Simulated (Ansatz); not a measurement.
# Decaying states in the gap of BaLiClF2, part 2 of 2

A new crystal, BaLiClF2: structure, gap and complex bands. It is built by putting Cl for part of the F in the BaLiF3 structure of space group Pm-3m, with the volume rescaled by atomic radii. The parent structure comes from the Materials Project.

Ansatz 0.2.0; r2SCAN DFT, plane waves, PAW files (the session's first sound run).

So far, gap on path (eV): step 3 (band edges) 5.23.

The structure was built from a prototype and need not be the compound's stable phase.

## (5) Complex bands, plane (110), k-mesh 8×6×8

The same for the (110) plane, at (0, 0), (0, -0.5) and (0.5, 0), to see how the decay depends on direction.

Input file input.yaml:

```yaml
crystal:
  lattice:
    - [6.101027993, 0.0, 0.0]
    - [0.0, 4.443967107, 0.0]
    - [3.050513997, 0.0, 3.050513997]
  atoms:
    - { symbol: Ba, position: [0.0, 0.0, 0.0] }
    - { symbol: Li, position: [0.5, 0.5, 0.0] }
    - { symbol: F, position: [0.5, 0.5, 0.5] }
    - { symbol: F, position: [0.0, 0.5, 0.5] }
    - { symbol: Cl, position: [0.5, 0.0, 0.0] }
kpoints:
  mp_grid: { grid: [8, 6, 8] }
scf:
  occupations: { method: fixed }
hamiltonian:
  xc: r2scan
output:
  eigenvalues: true
  transmission:
    leads: [[0, 0]]
    kpoints: [[0.0, 0.0], [0.0, -0.5], [0.5, 0.0]]
    e_range: [-1.0, 6.23]
    de: 0.12
```

Command:

```
> ansatz run input.yaml --threads 2 --pin off --max-ram 4096MiB --backend cpu --events-out ev --progress --plain --runs-dir out
```

Run time: 24 s. Hardware: 2 threads of AMD EPYC 9R45, shared host; peak memory 1.1 GiB.

Numbers from this step:

| Quantity | Value |
| --- | --- |
| decay constant at the filling level, zone centre | 0.3496 Å⁻¹ |
| decay constant at the filling level, slowest listed point | 0.3496 Å⁻¹ |

K parallel (0, 0); values up to 1.5 1/Å, a degenerate pair printed once or twice; energies at which all values exceed this have no row. The Im kz of the slowest decaying states by energy, zero at the highest filled level on the SCF mesh:

```
energy (eV)  decay 1 (Å⁻¹)  decay 2 (Å⁻¹)  decay 3 (Å⁻¹)  decay 4 (Å⁻¹)
      -1.00          0.459          0.753          0.801           1.09
      -0.64          0.196          0.196          0.197          0.449
      -0.28          0.175          0.267          0.312          0.642
      -0.04          0.129          0.296          0.343          0.365
       0.08          0.178          0.262          0.309          0.388
       0.44          0.254          0.338          0.446          0.484
       0.80          0.292          0.359          0.491          0.546
       1.16          0.316          0.375          0.525          0.554
       1.52          0.331          0.387          0.549          0.551
       1.88          0.341          0.396          0.536          0.570
       2.24          0.347          0.403          0.519          0.582
       2.60          0.350          0.407          0.497          0.589
       2.96          0.349          0.409          0.470          0.591
       3.32          0.347          0.408          0.438          0.588
       3.68          0.341          0.400          0.407          0.580
       4.04          0.334          0.356          0.403          0.567
       4.40          0.301          0.324          0.398          0.547
       4.76          0.229          0.311          0.390          0.521
       5.12          0.111          0.295          0.381          0.487
       5.48          0.275          0.370          0.441          0.603
       5.84          0.248          0.357          0.379          0.574
       6.20          0.196          0.297          0.342          0.541
```

K parallel (0, -0.5); values up to 1.5 1/Å, a degenerate pair printed once or twice; energies at which all values exceed this have no row. The Im kz of the slowest decaying states by energy, zero at the highest filled level on the SCF mesh:

```
energy (eV)  decay 1 (Å⁻¹)  decay 2 (Å⁻¹)  decay 3 (Å⁻¹)  decay 4 (Å⁻¹)
     -1.000         0.0450         0.0465          0.186          0.325
     -0.520          0.226          0.327          0.509          0.912
     -0.040         0.0502          0.109          0.275          0.333
      0.440          0.262          0.352          0.401          0.431
      1.040          0.330          0.369          0.486          0.556
      1.520          0.358          0.377          0.528          0.591
      2.000          0.376          0.381          0.555          0.602
      2.480          0.382          0.387          0.571          0.599
      2.960          0.379          0.393          0.577          0.586
      3.440          0.373          0.394          0.565          0.574
      4.040          0.360          0.391          0.529          0.558
      4.520          0.346          0.385          0.491          0.520
      5.000          0.328          0.375          0.437          0.445
      5.480          0.306          0.336          0.362          0.386
      5.960          0.191          0.278          0.309          0.345
```

K parallel (0.5, 0); values up to 1.5 1/Å, a degenerate pair printed once or twice; energies at which all values exceed this have no row. Table of Im kz of the slowest decaying states by energy, zero at the highest filled level on the SCF mesh:

```
energy (eV)  decay 1 (Å⁻¹)  decay 2 (Å⁻¹)  decay 3 (Å⁻¹)  decay 4 (Å⁻¹)
      -1.00          0.186          0.379          0.782          0.963
      -0.76          0.375          0.459          0.541          0.541
      -0.40          0.277          0.770          0.785              -
      -0.16          0.147          0.340          0.521          0.837
      -0.04          0.211          0.370          0.586          0.835
       0.20          0.271          0.426          0.680          0.777
       0.44          0.302          0.473          0.763          0.766
       0.68          0.323          0.511          0.755          0.859
       1.04          0.344          0.557          0.746          0.888
       1.28          0.355          0.582          0.740          0.902
       1.64          0.366          0.611          0.730          0.917
       1.88          0.371          0.627          0.722          0.924
       2.12          0.375          0.641          0.713          0.930
       2.48          0.379          0.657          0.699          0.934
       2.72          0.380          0.665          0.687          0.935
       3.08          0.379          0.672          0.934           1.25
       3.32          0.378          0.660          0.674          0.933
       3.56          0.375          0.645          0.678          0.929
       3.92           0.37          0.621          0.678          0.923
       4.16          0.365          0.604          0.677          0.917
       4.52          0.357          0.575          0.671          0.907
       4.76          0.350          0.555          0.666          0.899
       5.00          0.342          0.532          0.658          0.890
       5.36          0.327          0.495          0.643          0.786
       5.60          0.316          0.467          0.630          0.748
       5.96          0.296          0.420          0.605          0.697
       6.20          0.280          0.383          0.583          0.664
```

At the listed wavevectors the last open channel is at -0.04 eV and the next at +5.24 eV on the grid. At +2.60 eV, the grid energy nearest the filling level (the middle of the gap on the SCF mesh), the slowest state at the listed wavevectors decays with κ = 0.350 Å⁻¹, its amplitude falling by e over 2.9 Å; the first such run, plane (100), gave 0.436 Å⁻¹.

## (6) Band edges at another level, cutoff 420 eV

This step: LDA DFT, plane waves, PAW files (Ansatz 0.2.0).

The edges again with LDA, at the same atoms. Against that run the cutoff is 420 eV against 500.

Input file input.yaml:

```yaml
crystal:
  lattice:
    - [4.3140782663, 0.0, 0.0]
    - [0.0, 4.4439671074, 0.0]
    - [0.0, 0.0, 4.3140782663]
  atoms:
    - { symbol: Ba, position: [0.0, 0.0, 0.0] }
    - { symbol: Li, position: [0.5, 0.5, 0.5] }
    - { symbol: F, position: [0.0, 0.5, 0.5] }
    - { symbol: F, position: [0.5, 0.5, 0.0] }
    - { symbol: Cl, position: [0.5, 0.0, 0.5] }
kpoints:
  mp_grid: { grid: [6, 6, 6] }
  band_path: { path: [VBM, CBM], npoints: 30 }
scf:
  occupations: { method: fixed }
hamiltonian:
  xc: lda
output:
  eigenvalues: true
```

Run time: 1.9 s. Hardware: 2 threads; peak memory 0.43 GiB.

This step gave:

```yaml
free_energy: -8622.0238 eV
fermi_energy: 4.097 eV
gap_on_the_k_mesh: 4.455 eV
gap_on_path: 4.455 eV, by band count; negative where bands overlap
direct_gap_on_path: 4.509 eV
```

Electronic bands along the path, in eV, zero at the Fermi level (highest filled level under fixed occupations); v1 is the highest filled band, c1 the lowest empty one:

```
  point     v4     v3     v2     v1    c1    c2    c3    c4
    VBM  -0.36  -0.07  -0.07   0.00  5.83  5.83  7.61  8.62
halfway  -1.27  -0.58  -0.30  -0.18  6.53  7.04  7.38  7.54
    CBM  -0.85  -0.17  -0.17  -0.05  4.45  5.62  6.46  6.66
```

The searched edges give 4.45 eV, as on the mesh.

Between step 3 and this run (LDA and cutoff 420 eV) the value for the gap on path moves from 5.23 eV to 4.45 eV.

## (7) Complex bands at another level, cutoff 420 eV

This step: LDA DFT, plane waves, PAW files; complex bands by layer matching along the plane's normal (Ansatz 0.2.0).

The complex bands at that level, over its own gap, at (0, 0) and (-0.5, -0.5).

Input file input.yaml:

```yaml
crystal:
  lattice:
    - [4.314078266, 0.0, 0.0]
    - [0.0, 4.443967107, 0.0]
    - [0.0, 0.0, 4.314078266]
  atoms:
    - { symbol: Ba, position: [0.0, 0.0, 0.0] }
    - { symbol: Li, position: [0.5, 0.5, 0.5] }
    - { symbol: F, position: [0.0, 0.5, 0.5] }
    - { symbol: F, position: [0.5, 0.5, 0.0] }
    - { symbol: Cl, position: [0.5, 0.0, 0.5] }
kpoints:
  mp_grid: { grid: [6, 6, 6] }
scf:
  occupations: { method: fixed }
hamiltonian:
  xc: lda
output:
  eigenvalues: true
  transmission:
    leads: [[0, 0]]
    kpoints: [[0.0, 0.0], [-0.5, -0.5]]
    e_range: [-1.0, 5.45]
    de: 0.16
```

Elapsed: 4.3 s, on 2 threads; peak memory 0.61 GiB.

Numbers from this step:

```
level to which the leads are filled                       : 2.227 eV from the Fermi level
decay constant at the filling level, zone centre          : 0.3930 Å⁻¹
decay constant at the filling level, slowest listed point : 0.393 Å⁻¹
```

K parallel (0, 0); values up to 1.5 1/Å, a degenerate pair printed once or twice; energies at which all values exceed this have no row. Table of Im kz of the slowest decaying states by energy, zero at the highest filled level on the SCF mesh:

```
energy (eV)  decay 1 (Å⁻¹)  decay 2 (Å⁻¹)  decay 3 (Å⁻¹)  decay 4 (Å⁻¹)
      -1.00          0.118          0.241          0.732          0.928
      -0.52          0.200          0.328          0.350          0.457
      -0.04         0.0975          0.147          0.238          0.457
       0.44          0.282          0.389          0.475          0.514
       0.76          0.326          0.424          0.531          0.547
       1.24          0.365          0.452          0.534          0.599
       1.72          0.386          0.465          0.519          0.624
       2.20          0.393          0.469          0.490          0.632
       2.68          0.386          0.454          0.465          0.610
       3.16          0.357          0.421          0.455          0.580
       3.64          0.295          0.396          0.438          0.541
       3.96          0.234          0.380          0.424          0.508
       4.44         0.0414          0.352          0.396          0.447
       4.92          0.315          0.361          0.361          0.579
       5.40          0.209          0.274          0.316          0.546
```

K parallel (-0.5, -0.5); values up to 1.5 1/Å, a degenerate pair printed once or twice; energies at which all values exceed this have no row. The Im kz of the slowest decaying states by energy, zero at the highest filled level on the SCF mesh:

```
energy (eV)  decay 1 (Å⁻¹)  decay 2 (Å⁻¹)  decay 3 (Å⁻¹)  decay 4 (Å⁻¹)
      -1.00         0.0862          0.104          0.325          0.886
      -0.68          0.412          0.909          0.983           1.12
      -0.36         0.0444          0.262          0.549          0.581
      -0.04         0.0745          0.151          0.340          0.807
       0.28          0.250          0.291          0.372          0.441
       0.60          0.328          0.372          0.430          0.499
       0.92          0.380          0.422          0.466          0.536
       1.24          0.418          0.456          0.491          0.559
       1.56          0.447          0.479          0.512          0.572
       1.88          0.469          0.494          0.529          0.577
       2.20          0.485          0.504          0.542          0.576
       2.52          0.497          0.507          0.553          0.569
       2.84          0.505          0.505          0.558          0.562
       3.16          0.499          0.509          0.541          0.569
       3.48          0.487          0.509          0.520          0.574
       3.80          0.470          0.494          0.507          0.577
       4.12          0.446          0.463          0.501          0.579
       4.44          0.416          0.425          0.492          0.578
       4.76          0.377          0.380          0.480          0.575
       5.08          0.324          0.326          0.464          0.570
       5.40          0.249          0.256          0.444          0.562
```

At the listed wavevectors the last open channel is at -0.04 eV and the next at +4.60 eV on the grid. At +2.20 eV, the grid energy nearest the filling level (the middle of the gap on the SCF mesh), the slowest state at the listed wavevectors decays with κ = 0.393 Å⁻¹, its amplitude falling by e over 2.5 Å; the first such run, plane (100), gave 0.436 Å⁻¹ over as many of its listed wavevectors.

## (8) The same cell, other settings

This step: r2SCAN DFT, plane waves, PAW files; complex bands by layer matching along the plane's normal; changed: output.transmission.temperature = 0, scf.max_iter = 50 (Ansatz 0.2.0).

This run repeats an earlier one, its twin (the complex run, plane (100)), with two settings changed (scf.max_iter, output.transmission.temperature; files written aside). The setting was drawn as a possible misstep, on purpose. Where the input is shown as a difference, that is against the step before, not the twin.

input.yaml, the sections that differ from step 7:

```yaml
scf:
  occupations: { method: fixed }
  max_iter: 50
hamiltonian:
  xc: r2scan
output:
  eigenvalues: true
  transmission:
    leads: [[0, 0]]
    kpoints: [[0.0, 0.0], [-0.5, -0.5], [0.5, 0.0]]
    e_range: [-1.0, 6.23]
    de: 0.18
    temperature: 0
# crystal, kpoints: as in step 7
```

Wall time 0.09 s (2 threads); peak memory 0.11 GiB.

The input was rejected at the start.

The program's message: “Error: invalid value for `output.transmission.temperature`: must be finite and ≥ 1.2; got 0 K”

The change that led to it: output.transmission.temperature = 0.

## (9) What came out

| Item | Value |
| --- | --- |
| band gap | 5.23 eV |
| least decay constant at mid-gap, normal to (100) | 0.436 Å⁻¹ |
| least decay constant at mid-gap, normal to (110) | 0.350 Å⁻¹ |
| least decay constant, LDA | 0.393 Å⁻¹ |

With r2SCAN, the slowest decay at the wavevectors tried is κ = 0.350 Å⁻¹, normal to (110). Through such a film the transmission near mid-gap falls as exp(−2κd), a factor of ten every 3.3 Å. The decay depends on direction: 1.2 times faster normal to (100). A free electron under a barrier of half the gap would need a mass of 0.18 mₑ to decay at this rate. With LDA the gap goes from 5.23 to 4.45 eV and the decay constant, over the first 2 listed wavevectors, from 0.436 to 0.393 Å⁻¹. The compound is made up by substitution; its stability against other phases and against distortions of the cell's symmetry was not tested. r2SCAN still narrows gaps, if less than LDA and GGA do, so real decay constants are likely larger.

[Logs are printed without paths, hosts, clocks, repeated set-up lines and the standing remarks that a program may print on its own settings, such as how far it seeks lower states.]

[Hosts, paths, dates, database ids (printed as entryN), source tags and the programs' standing remarks are cut or masked in the printed files.]
